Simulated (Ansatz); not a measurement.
# BaPbO3 (Pm-3m): following an unstable mode

Aim: this structure of BaPbO3 (Pm-3m) is to be tested for unstable modes, and one is followed downhill.

Calculated with Ansatz 0.2.0; DFT PBEsol, scalar-relativistic, plane waves, PAW; PAW set soft_1.

Most raw output is cut from this account.

### Step 1. Set-up

It takes space group Pm-3m (No. 221, cubic). The conventional cell has a = 4.281 Å, b = 4.281 Å, c = 4.281 Å, α = 90.00°, β = 90.00°, γ = 90.00°. Nearest to Ba lie 12 O at 3.03 Å. Nearest to Pb lie 6 O at 2.14 Å. Nearest to O lie 2 Pb at 2.14 Å and 4 Ba at 3.03 Å. Farther neighbours and most contacts between anions are not listed.

### Step 2. Response at finite wavevector

The cell comes from relaxations at this level that are not shown. Stability and thermal properties need the whole zone. Linear response on a 4×4×4 q mesh gives force constants as far as a supercell of that size would.

Input file input.yaml:

```yaml
crystal:
  lattice:
    - [4.2810684894, 0.0, 0.0]
    - [0.0, 4.2810684894, 0.0]
    - [0.0, 0.0, 4.2810684894]
  atoms:
    - { symbol: Ba, position: [0.5, 0.5, 0.5] }
    - { symbol: Pb, position: [0.0, 0.0, 0.0] }
    - { symbol: O, position: [0.0, 0.5, 0.0] }
    - { symbol: O, position: [0.0, 0.0, 0.5] }
    - { symbol: O, position: [0.5, 0.0, 0.0] }
kpoints:
  mp_grid: { grid: [8, 8, 8] }
hamiltonian:
  xc: pbesol
  pseudopotentials: { kind: paw, azcp: { folder: soft_1 }, xc_functional: pbe }
scf:
  occupations: { method: methfessel_paxton, width: 0.2 }
output:
  eigenvalues: true
phonons:
  method: dfpt
  qmesh: [4, 4, 4]
  temperatures: { t_max: 1000, t_step: 50 }
  qpath:
    path:
      - [[0.0, 0.0, 0.0], [0.0, 0.5, 0.0], [0.5, 0.5, 0.0], [0.0, 0.0, 0.0], [0.5, 0.5, 0.5], [0.0, 0.5, 0.0]]
      - [[0.5, 0.5, 0.5], [0.5, 0.5, 0.0]]
    npoints: 10
```

On the command line:

```sh
> ansatz run input.yaml --threads 4 --pin off --max-ram 10240MiB --backend cpu --events-out ev --progress --plain --runs-dir out
```

It took 11 min on 4 threads of Arm Neoverse V2, shared host; peak memory 2.6 GiB; 44 min of CPU time.

This step gave:

```
volume per atom                                         : 15.69 Å³
gap on the k-mesh                                       : 0 eV
sum-rule residual before enforcement                    : 4.75e-5 eV/Å²
lowest frequency on the path                            : -163.4 cm⁻¹
point group                                             : m-3m
highest frequency on the path or at a solved wavevector : 659.7 cm⁻¹
highest optical mode at the zone centre (no LO-TO term) : 564.3 cm⁻¹
lowest optical zone-centre mode                         : 44.03 cm⁻¹
lowest mode on the q mesh (acoustic modes at Γ apart)   : -163.4 cm⁻¹
```

Frequencies (cm⁻¹) solved at each irreducible wavevector; negative means imaginary. Frequencies by wavevector, by row:

| q in reciprocal lattice units | star | mode 1 | mode 2 | mode 3 | mode 4 | mode 13 | mode 14 | mode 15 |
| --- | --- | --- | --- | --- | --- | --- | --- | --- |
| 0 0 0 | 1 | 0 | 0 | 0 | 44 | 564.3 | 564.3 | 564.3 |
| 0 0 0.25 | 6 | 40.2 | 40.2 | 59.9 | 59.9 | 568.1 | 568.1 | 579 |
| 0 0 -0.5 | 3 | 52.5 | 52.5 | 72.5 | 72.5 | 572 | 572 | 591.2 |
| 0 0.25 0.25 | 12 | -80 | 35.9 | 51.6 | 76.1 | 501.4 | 572.1 | 626.7 |
| 0 0.25 -0.5 | 12 | -108.5 | 51.8 | 57.9 | 64.5 | 468.1 | 576 | 635.8 |
| 0 -0.5 -0.5 | 3 | -150.2 | 27.5 | 27.5 | 60.7 | 310.4 | 579.8 | 642.3 |
| 0.25 0.25 0.25 | 8 | -99.3 | -62.3 | -62.3 | 56.7 | 503.8 | 503.8 | 646.4 |
| 0.25 0.25 -0.5 | 12 | -125 | -93.5 | -68.7 | 61.3 | 451.5 | 506.9 | 652.7 |
| 0.25 -0.5 -0.5 | 6 | -157.7 | -113.9 | -113.9 | 63.8 | 316.1 | 493.3 | 656.4 |
| -0.5 -0.5 -0.5 | 1 | -163.4 | -163.4 | -163.4 | 65.6 | 319.8 | 319.8 | 658.3 |

Interpolated from a 4×4×4 q mesh. Phonon branches along the path, in cm⁻¹:

```csv
point,branch 1,branch 2,branch 3,branch 4,branch 12,branch 13,branch 14,branch 15
Γ,0,0,0,44,131,564,564,564
halfway,40,40,60,60,223,568,568,579
X,52,52,72,72,282,572,572,591
halfway,-108,52,58,64,286,468,576,636
M,-150,28,28,61,293,310,580,642
halfway,-80,36,52,76,265,501,572,627
Γ,0,0,0,44,131,564,564,564
halfway,-99,-62,-62,57,271,504,504,646
R,-163,-163,-163,66,241,320,320,658
halfway,-125,-94,-69,61,275,452,507,653
X,52,52,72,72,282,572,572,591
jump to R,-163,-163,-163,66,241,320,320,658
halfway,-158,-114,-114,64,268,316,493,656
M,-150,28,28,61,293,310,580,642
```

Symmetry leaves 10 wavevectors to solve. The lowest mode among them, the acoustic zeros apart, lies at q = (-0.5, -0.5, -0.5) and is imaginary, 163.4i cm⁻¹, so the energy falls along it.

### Step 3. The mode frozen in, largest atomic shift 0 Å

The mode followed lies at q = (-0.5, -0.5, -0.5) with frequency 163.4i cm⁻¹ and is 3-fold degenerate, the softest among the wavevectors solved. At small amplitude the distorted cell has space group no. 167 by a symmetry search on the positions. The undistorted cell that holds it gives the zero of energy on the same k mesh.

System of this step: BaPbO3. It takes space group Pm-3m (No. 221, cubic). The conventional cell has a = 4.281 Å, b = 4.281 Å, c = 4.281 Å, α = 90.00°, β = 90.00°, γ = 90.00°. Ba has 12 O at 3.03 Å nearest. Nearest to Pb lie 6 O at 2.14 Å. Nearest to O lie 2 Pb at 2.14 Å and 4 Ba at 3.03 Å. Farther neighbours and most contacts between anions are not listed.

input.yaml, the sections that differ from step 2:

```yaml
crystal:
  lattice:
    - [4.2810684894, 4.2810684894, 0.0]
    - [4.2810684894, 0.0, 4.2810684894]
    - [4.2810684894, 0.0, -4.2810684894]
  atoms:
    - { symbol: Ba, position: [0.5, 0.25, 0.75] }
    - { symbol: Ba, position: [0.5, 0.75, 0.25] }
    - { symbol: Pb, position: [0.0, 0.5, 0.5] }
    - { symbol: Pb, position: [0.0, 0.0, 1.0] }
    - { symbol: O, position: [0.5, 0.75, 0.75] }
    - { symbol: O, position: [0.5, 0.25, 0.25] }
    - { symbol: O, position: [0.0, 0.75, 0.25] }
    - { symbol: O, position: [0.0, 0.25, 0.75] }
    - { symbol: O, position: [0.0, 0.75, 0.75] }
    - { symbol: O, position: [0.0, 0.25, 0.25] }
output:
  forces: true
  stress: true
  eigenvalues: true
# kpoints, hamiltonian, scf: as in step 2
# phonons: removed
```

Elapsed: 4.2 s, on 4 threads; peak memory 0.63 GiB; 16 s of CPU time.

This step gave:

| Item | Value |
| --- | --- |
| pressure | 0.03547 GPa |
| energy from the undistorted cell | 0 meV/atom |

The run ends at a pressure of 0.04 GPa.

### Step 4. The mode frozen in, largest atomic shift 0.32 Å

The atoms are moved along the unstable eigenvector, the largest shift by 0.32 Å, with the cell fixed.

input.yaml, the sections that differ from step 3:

```yaml
crystal:
  lattice:
    - [4.2810684894, 4.2810684894, 0.0]
    - [4.2810684894, 0.0, 4.2810684894]
    - [4.2810684894, 0.0, -4.2810684894]
  atoms:
    - { symbol: Ba, position: [0.5, 0.25, 0.75] }
    - { symbol: Ba, position: [0.5, 0.75, 0.25] }
    - { symbol: Pb, position: [0.0, 0.5, 0.5] }
    - { symbol: Pb, position: [0.0, 0.0, 1.0] }
    - { symbol: O, position: [0.5, 0.6971453983, 0.75] }
    - { symbol: O, position: [0.5, 0.3028546017, 0.25] }
    - { symbol: O, position: [-0.0528546017, 0.8028546017, 0.3028546017] }
    - { symbol: O, position: [0.0528546017, 0.1971453983, 0.6971453983] }
    - { symbol: O, position: [-0.0528546017, 0.75, 0.8028546017] }
    - { symbol: O, position: [0.0528546017, 0.25, 0.1971453983] }
# kpoints, hamiltonian, scf, output: as in step 3
```

Elapsed: 9 s, on 4 threads; peak memory 0.76 GiB; 34 s of CPU time.

This step gave:

- pressure: -0.1220 GPa
- gap on the k-mesh: 0.2717 eV
- energy from the undistorted cell: -27.05 meV/atom

The energy, extrapolated to zero smearing, is -27.05 meV/atom against the undistorted cell.

The run ends at a pressure of -0.12 GPa, with forces up to 0.11 eV/Å.

### Step 5. Energy along the mode, all amplitudes (two of the runs are shown above)

An imaginary frequency means negative curvature, so the energy should fall and then rise again as anharmonic terms take over.

Numbers from this step:

* depth at the lowest point sampled: 27.05 meV/atom
* largest atomic shift at that point: 0.32 Å

The energy from the parent by largest atomic shift:

```
largest atomic shift (Å)  energy from the parent (meV/atom)
                   0.000                                  0
                   0.040                             -0.701
                   0.080                              -2.75
                   0.140                              -7.98
                   0.220                              -17.2
                   0.320                              -27.1
                   0.450                              -23.0
                   0.600                               36.9
```

Displacement at unit largest shift by atom:

```csv
atom,x (Å),y (Å),z (Å),size
Ba1,0.000,0.000,0.000,0.000
Ba2,0.000,0.000,0.000,0.000
Pb3,0.000,0.000,0.000,0.000
Pb4,0.000,0.000,0.000,0.000
O5,-0.707,0.000,-0.707,1.000
O6,0.707,0.000,0.707,1.000
O7,0.707,-0.707,0.000,1.000
O8,-0.707,0.707,0.000,1.000
O9,0.000,-0.707,-0.707,1.000
O10,0.000,0.707,0.707,1.000
```

The lowest of the steps tried is at 0.32 Å, 27.1 meV/atom below the parent; the bottom of the well need not coincide with a step.

### Step 6. Relaxing from the distorted cell

Starting from the lowest point found, all atoms and the cell are let go, so that strain and other modes of the same symmetry can join in.

Changes to input.yaml since step 4:

```diff
@@ -27 +27,6 @@
   eigenvalues: true
+relax:
+  adjacent_minimum: "off"
+  f_tol: 0.002
+  max_steps: 120
+  cell: { stress_tol: 0.03 }
```

The job ended after 59 s (4 threads; peak memory 0.8 GiB).

Step by step:

```csv
step,energy less that of the first step (eV),largest force component (eV/Å),pressure (GPa),volume (Å³)
1,0.0000,0.0753,-0.12,156.92
2,-0.0213,0.0493,0.73,155.51
3,-0.0340,0.0277,-0.25,156.93
4,-0.0371,0.0037,0.11,156.49
5,-0.0369,0.0001,0.00,156.62
6*,-0.0372,0.0003,0.00,156.62
7,-0.0373,0.0000,0.00,156.62
8*,-0.0373,0.0000,0.00,156.62
```

Relaxation steps marked * repeat the geometry before them on a plane-wave basis chosen anew for their cell, so energy and pressure can jump there.

Forces are held to the 12 operations that the run works with; a distortion that breaks them can't arise in this run.

| conventional cell, symmetrised | before | after | change |
| --- | --- | --- | --- |
| a (Å) | 6.054 | 6.097 | +0.7 % |
| b (Å) | 6.054 | 6.097 | +0.7 % |
| c (Å) | 14.830 | 14.595 | -1.6 % |
| volume (Å³/atom) | 15.69 | 15.66 | -0.2 % |

The atoms that moved most (Å, as changes of fractional coordinates times the final cell):

```csv
atom,dx,dy,dz,length
O5,-0.045,0.000,-0.045,0.064
O7,0.045,-0.045,0.000,0.064
O6,0.045,0.000,0.045,0.064
O10,0.000,0.045,0.045,0.064
O9,0.000,-0.045,-0.045,0.064
O8,-0.045,0.045,0.000,0.064
```

Numbers from this step:

```
pressure          : -0.001211 GPa
volume per atom   : 15.66 Å³
gap on the k-mesh : 0.3280 eV
```

The distorted start has space group R-3c; the relaxation ends in R-3c.

### Step 7. The new phase in its own primitive cell

The relaxed structure is symmetrised, reduced to its primitive cell and relaxed tightly, as its phonons need.

Input file input.yaml:

```yaml
crystal:
  lattice:
    - [3.0485322117, 1.760070893, 4.8649179392]
    - [-3.0485322117, 1.760070893, 4.8649179392]
    - [0.0, -3.5201417861, 4.8649179392]
  atoms:
    - { symbol: Ba, position: [0.75, 0.75, 0.75] }
    - { symbol: Ba, position: [0.25, 0.25, 0.25] }
    - { symbol: Pb, position: [0.0, 0.0, 0.0] }
    - { symbol: Pb, position: [0.5, 0.5, 0.5] }
    - { symbol: O, position: [0.186606256, 0.75, 0.313393744] }
    - { symbol: O, position: [0.813393744, 0.25, 0.686606256] }
    - { symbol: O, position: [0.313393744, 0.186606256, 0.75] }
    - { symbol: O, position: [0.686606256, 0.813393744, 0.25] }
    - { symbol: O, position: [0.25, 0.686606256, 0.813393744] }
    - { symbol: O, position: [0.75, 0.313393744, 0.186606256] }
kpoints:
  mp_grid: { grid: [9, 9, 9] }
hamiltonian:
  xc: pbesol
  pseudopotentials: { kind: paw, azcp: { folder: soft_1 }, xc_functional: pbe }
scf:
  occupations: { method: fixed }
output:
  forces: true
  stress: true
  eigenvalues: true
relax:
  adjacent_minimum: "off"
  f_tol: 0.001
  max_steps: 60
  cell: { stress_tol: 0.01 }
```

Run time: 42 s. Hardware: 4 threads; peak memory 0.86 GiB.

Little changed from the start: no atom moved by 0.005 Å and no cell edge by 0.1 %.

This step gave:

- pressure: 0.001351 GPa
- gap on the k-mesh: 0.3336 eV
- volume per atom: 15.67 Å³
- direct gap on mesh: 0.4004 eV

The largest force component left is 0.081 meV/Å and the pressure is 0.001 GPa, within the tolerances set. The cell now holds 15.67 Å³/atom.

### Step 8. Modes of the new phase, k-mesh 9×9×9, occupations fixed

A relaxed structure may still be a saddle point, so its zone-centre modes are computed. The response to a homogeneous field gives the Born charges and the dielectric tensor.

Input file input.yaml:

```yaml
crystal:
  lattice:
    - [3.0481547692, 1.7598529765, 4.8671344903]
    - [-3.0481547692, 1.7598529765, 4.8671344903]
    - [0.0, -3.5197059531, 4.8671344903]
  atoms:
    - { symbol: Ba, position: [0.75, 0.75, 0.75] }
    - { symbol: Ba, position: [0.25, 0.25, 0.25] }
    - { symbol: Pb, position: [0.0, 0.0, 0.0] }
    - { symbol: Pb, position: [0.5, 0.5, 0.5] }
    - { symbol: O, position: [0.1866302455, 0.75, 0.3133697545] }
    - { symbol: O, position: [0.8133697545, 0.25, 0.6866302455] }
    - { symbol: O, position: [0.3133697545, 0.1866302455, 0.75] }
    - { symbol: O, position: [0.6866302455, 0.8133697545, 0.25] }
    - { symbol: O, position: [0.25, 0.6866302455, 0.8133697545] }
    - { symbol: O, position: [0.75, 0.3133697545, 0.1866302455] }
kpoints:
  mp_grid: { grid: [9, 9, 9] }
hamiltonian:
  xc: pbesol
  pseudopotentials: { kind: paw, azcp: { folder: soft_1 }, xc_functional: pbe }
scf:
  occupations: { method: fixed }
output:
  eigenvalues: true
phonons:
  method: dfpt
  dielectric: true
  rigid_motions: translations
```

Run time: 20 min. Hardware: 4 threads; peak memory 9 GiB.

The run was cut off at the time limit after its SCF cycle had converged; no result of it is taken.

The program's message: “Warning:”

### Step 9. Summary of results

- unstable mode of the parent: q = (-0.5, -0.5, -0.5), 163i cm⁻¹
- depth at the lowest point sampled: 27.1 meV/atom
- largest atomic shift at that point: 0.32 Å
- space group reached (within 0.01 Å): R-3c
- energy gained over the parent (first relaxation, on the mesh of the frozen mode): 30.7 meV/atom
- volume per atom, phase reached: 15.7 Å³
- gap on the k-mesh, phase reached: 0.334 eV

**Reading.** Along this mode the structure falls into R-3c, 30.7 meV/atom below the parent. At the parent's cell the well is 27.05 meV/atom deep on the steps tried, with its lowest point at a shift of 0.32 Å. Relaxing atoms and cell changes the gain by +3.68 meV/atom against the lowest step (energies at zero smearing). The modes of the phase reached were not computed on this path. Of the 4 patterns followed to their end from this parent, this one ends 0.888 meV/atom above the lowest, Imma. Another end point lies within 1 meV/atom; how such a difference moves with mesh and cutoff was not tested. Each path keeps the symmetry of its pattern, so a lower phase may lie along a pattern not tried. With no gap, or one that is small against the smearing, the frequencies hang on the k mesh and the smearing, most of all near Kohn anomalies. Spin-orbit coupling is left out, which can matter for the heavy elements here. The PAW files were made for PBE and serve the other functionals too. A phonon run warned that its eigensolver left some bands unconverged in a pass.

[Logs are printed without paths, hosts, clocks, repeated set-up lines and the standing remarks that a program may print on its own settings, such as how far it seeks lower states.]

[Hosts, paths, dates, database ids (printed as entryN), source tags and the programs' standing remarks are cut or masked in the printed files.]
